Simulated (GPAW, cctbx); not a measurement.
## Bonding in TiCd4 as X-rays see it

Question: by how much does bonding change the X-ray structure factors of TiCd4, how firmly does DFT give the change, and what does a routine refinement make of it?

The cell comes from substitution in a known structure type and wasn't matched to any measured phase. All numbers below are calculated.

## 1. Relax the structure

The density hangs on the geometry, so cell and atoms are relaxed first, with the symmetry held. The cutoff is set higher than for the density because stress converges slowly with plane waves.

Settings: GPAW 26.7.0, PBE, 570 eV, 5×5×5 k-points, Fermi–Dirac width 0.1 eV, BFGS to 0.03 eV/Å.

```text
cell
1.0
    -3.023500000    3.023500000    3.023500000
     3.023500000   -3.023500000    3.023500000
     3.023500000    3.023500000   -3.023500000
Cd Ti
4 1
Direct
0.000000000 0.500000000 0.000000000
0.000000000 0.000000000 0.500000000
0.500000000 0.000000000 0.000000000
0.500000000 0.500000000 0.500000000
0.000000000 0.000000000 0.000000000
```

```console
$ OMP_NUM_THREADS=1 mpirun -n 4 gpaw python run.py > gpaw.log
```

```text
BFGS:    0       -7.313297        2.081873
BFGS:    1       -7.492148        1.880883
BFGS:    2       -8.143126        0.992376
BFGS:    3       -8.436160        0.287078
BFGS:    4       -8.471096        0.046273
BFGS:    5       -8.472689        0.002498
cell  5.6759 5.6759 5.6759  109.47 109.47 109.47
volume 140.760 A^3, largest force 0.000 eV/A, largest stress 0.01 GPa
```

The cell moved far, while the k-mesh and basis were chosen for the start, so the final shape may be somewhat biased.

After 5 steps the volume has changed by +27.3 % and the energy by -1.159 eV; the largest stress left is 0.01 GPa. It took 69 s on 4 cores of Intel(R) Xeon(R) Platinum 8259CL CPU @ 2.50GHz (Skylake/Cascade Lake) (shared host), peak memory 0.93 GiB.

Relaxed structure: Im-3m (no. 229), a = 6.5539 Å, b = 6.5539 Å, c = 6.5539 Å, α = 90.00°, β = 90.00°, γ = 90.00°.

| atom | mult. | x | y | z |
| --- | --- | --- | --- | --- |
| Cd1 | 8 | 3/4 | 1/4 | 3/4 |
| Ti1 | 2 | 0 | 0 | 0 |

## 2. The all-electron density

X-rays see the whole electron density, so the PAW density is rebuilt with its core regions. Subtracting spherical free atoms from the same code cancels the cores and leaves the deformation density Δρ, the part due to bonding.

Settings: PBE, 450 eV, 5×5×5 k-points, Fermi–Dirac width 0.1 eV; primitive cell of 5 atoms.

```console
$ OMP_NUM_THREADS=1 mpirun -n 4 gpaw python run.py > gpaw.log
```

```text
|iter:   1|       0s |   -9.254055 | -0.37 |       |
|iter:   2|       1s |   -8.634955 | -1.72 | -1.26 |
|iter:   3|       2s |   -8.355102 | -2.21 | -1.41 |
...
|iter:   9|       7s |   -8.203623c| -6.04 | -3.85 |
|iter:  10|       8s |   -8.203641c| -6.84 | -4.20c|
|iter:  11|       9s |   -8.203641c| -7.81c| -5.10c|
```

```text
grid (56, 56, 56)  electrons 214.000  moved by bonding 0.927 e
deformation density beyond 0.5 A of the nuclei: max 0.265, min -0.288 e/A^3
atom        x       y       z   Voronoi charge  moment
Cd1    0.0000  0.5000  0.0000      0.052       0.00
Cd2    0.0000  0.0000  0.5000      0.052       0.00
Cd3    0.5000  0.0000  0.0000      0.052       0.00
Cd4    0.5000  0.5000  0.5000      0.052       0.00
Ti5    0.0000  0.0000  0.0000     -0.209       0.00
mean inner potential of superposed free atoms 14.978 V
total magnetic moment 0.000 muB
```

Deformation density in a plane through the shortest contact of the Cd atom at the origin, in 0.01 e/Å³ (clipped at ±99); x from -1.6 to 4.4 Å, y from 2.4 down to -2.4 Å:

```text
  .  -3  -2  -1   0   0   0   0   0   0   0  -3  -3   .   .  -2
 -5  -3  -1   0   0   0   0   0   0   0   1   1  -4  -7  -5  -3
  1   1   1   0   0   0   0   0   0   0   1   3   3   1   1   1
  3   3   1   0  -1  -1   0   1   0  -1  -2   2   5   4   3   3
  3   3   0  -4  -3  -4   0   2   1  -4  -9   3   7   3   3   3
  4   3  -4  -1   .  -2  -4   3   3   0 -23   .  12   3   3   3
  5   3  -6   .   .   .  -6   4   5   9   .   .   .   9   5   4
  3   3  -4  -1   .  -2  -4   3   4   3  11   . -25  -1   3   3
  1   2  -1  -4  -3  -4   1   3   3   3   7   4  -9  -4   0   2
  0   1   0  -1  -1   0   1   3   3   4   5   2  -1  -2   0   1
  0   0   0   0   0   0   1   1   1   1   3   3   1   0   0   0
  0   0   0   0   0   0  -1  -3  -5  -7  -5   1   1   0   0   0
  0   0   0   0   0  -1  -2  -2   .   .  -2  -3   0   0   0   0
```

Atoms in or within 0.15 Å of the plane: Cd (0.0, 0.0), Ti (2.8, 0.0) Å. Dots mark points within about 0.45 Å of a nucleus; large values next to them are atomic features.

Ti gains most (-0.21 e) and Cd loses most (+0.05 e), which isn't the order of electronegativity: valence and coordination count too, and Voronoi cells cut space at the midplane whatever the atoms' sizes. Along the shortest contact from the Cd atom at the map's origin, Cd–Ti at 2.84 Å, Δρ is +0.05 e/Å³ at the midpoint; the highest value on the line, +0.27, lies at the edge of the range, 0.5 Å from Ti, and is an atomic rather than a bond feature: little piles up between the atoms. At the midpoints of other shortest contacts it is +0.02 (Cd–Cd, 3.28 Å) e/Å³. Point values carry grid noise of about 0.01 e/Å³. The run needed 11 iterations, 17 s.

## 3. From the density to structure factors

The Fourier components of Δρ, added to those of the free atoms, give the static X-ray structure factors; the Mott–Bethe relation turns them into the Fourier components V of the potential that fast electrons feel.

```text
static structure factors of the conventional cell: F in electrons, V (Mott-Bethe) in volts
   h  k  l      d  |F| table  |F| free   |F| DFT   change   |V| free  |V| DFT  change %
   0  1  1  4.6343    38.232    38.291    38.724    0.433     1.996    1.845     -7.6
   0  2  0  3.2769   299.061   299.109   298.487   -0.622     7.149    7.258      1.5
   1  2  1  2.6756    32.900    32.798    32.638   -0.160     1.306    1.324      1.4
   0  2  2  2.3172   335.088   334.560   333.990   -0.569     8.169    8.218      0.6
   0  3  1  2.0725    29.641    29.552    29.259   -0.293     1.010    1.031      2.0
   2  2  2  1.8919   253.241   252.848   252.471   -0.377     5.079    5.101      0.4
   1  3  2  1.7516    27.170    27.124    27.173    0.050     0.843    0.841     -0.3
   0  4  0  1.6385   289.952   289.556   289.515   -0.041     6.051    6.053      0.0
   1  4  1  1.5448    25.181    25.168    25.018   -0.151     0.732    0.738      0.8
   0  3  3  1.5448    25.181    25.168    25.166   -0.002     0.732    0.732      0.0
   0  4  2  1.4655   224.924   224.683   224.962    0.279     4.032    4.023     -0.2
   2  3  3  1.3973    23.539    23.550    23.816    0.267     0.650    0.642     -1.3
   2  4  2  1.3378   259.816   259.732   260.034    0.302     4.903    4.895     -0.2
   1  4  3  1.2853    22.164    22.192    22.295    0.104     0.587    0.584     -0.5
```

The largest X-ray change is -0.62 e on 020, 0.2 % of |F|. For electrons V goes as (Z − F)/g², so a change of F counts against Z − F, which is small at low angle and wherever the atoms' terms cancel: |V| of 011 moves by -7.6 % (2.00 to 1.84 V) against +1.1 % in |F|. The last three rows still change by up to 0.30 e; the table stops while the angles are still low. The tabulated Hartree–Fock atoms differ from the free DFT atoms by up to 0.53 e, so the choice of reference atom matters too.

## 4. How cheap can the run be?

Cutoff and k-mesh: one is changed at a time, to find what the result needs.

| run | ΔF 020 (e) | ΔF 022 (e) | ΔF 011 (e) | q(Ti) (e) | moved (e) | time |
| --- | --- | --- | --- | --- | --- | --- |
| 450 eV 5×5×5 | -0.622 | -0.569 | +0.433 | -0.209 | 0.927 | 17 s |
| 250 eV 5×5×5 | -0.648 | -0.624 | +0.424 | -0.203 | 1.087 | 12 s |
| 350 eV 5×5×5 | -0.634 | -0.592 | +0.428 | -0.208 | 0.957 | 13 s |
| 750 eV 5×5×5 | -0.620 | -0.562 | +0.434 | -0.209 | 0.926 | 29 s |
| 450 eV 2×2×2 | -0.543 | -0.559 | +0.461 | -0.200 | 1.020 | 12 s |
| 450 eV 3×3×3 | -0.613 | -0.571 | +0.462 | -0.215 | 0.965 | 14 s |

Within 0.01 e of the base on all three: 750 eV 5×5×5. The largest error, 0.079 e, comes with 450 eV 2×2×2. The moved charge is off by up to 17 % among these runs. Times are from shared hosts.

## 5. What a spherical-atom refinement makes of it

Routine crystallography fits spherical atoms. To see the bias, intensities are simulated from tabulated atoms plus the DFT change ΔF, so that bonding alone can misfit (6530 reflections of the full sphere, merged to the counts below, to 0.45 Å, 1 % proportional noise plus counting noise, assumed isotropic U as listed, Δρ smeared by the mean U) and refined with cctbx over different ranges.

| range | data | R1 | GooF | U Cd1 (true 0.0067) | U Ti1 (true 0.0089) | largest shift (Å) | Δρ max, min (e/Å³) |
| --- | --- | --- | --- | --- | --- | --- | --- |
| all data | 193 | 0.0026 | 1.01 | 0.0067 | 0.0089 | 0.0000 | 0.15, -0.35 |
| low resolution, d > 0.84 | 37 | 0.0020 | 1.19 | 0.0067 | 0.0091 | 0.0000 | 0.06, -0.11 |
| high order, d < 0.75 | 141 | 0.0032 | 0.98 | 0.0067 | 0.0089 | 0.0000 | 0.13, -0.27 |
| occupancies free, d > 0.7 | 60 | 0.0020 | 1.07 | 0.0067 | 0.0090 | 0.0000 | 0.07, -0.17 |

With all data GooF is 1.01, so at this noise the bonding hardly shows; the top residual peak, near noise level, lies 1.32 Å from Cd and 2.52 Å from Cd. No U is off by more than 3 s.u. at low resolution. Symmetry fixes every coordinate, so the shifts are zero by construction. With Cd1 held at 1 and the scale free, the other occupancies refine to Ti1 1.000(0.002), within three s.u. of full.

## 6. Answer

Bonding moves 0.93 e in the primitive cell of TiCd4 and changes the structure factors of the conventional cell in the table above by at most 0.62 e (020, 0.2 %), and among reflections above 2 % of the strongest by up to 1.1 % (233). The shortest bond, Cd–Ti, has Δρ = +0.05 e/Å³ at its midpoint. Within 0.01 e of the base on all three: 750 eV 5×5×5. The largest error, 0.079 e, comes with 450 eV 2×2×2. The moved charge is off by up to 17 % among these runs. With all data GooF is 1.01, so at this noise the bonding hardly shows. Limits: static density, frozen cores, no spin–orbit coupling.

[Outputs are excerpts: Python notices, other lines and further rows are left out; steps that failed or that the build refused (PBEsol, TPSS) are not shown.]

[Logs are printed without paths, hosts, clocks, repeated set-up lines and the standing remarks that a program may print on its own settings, such as how far it seeks lower states.]
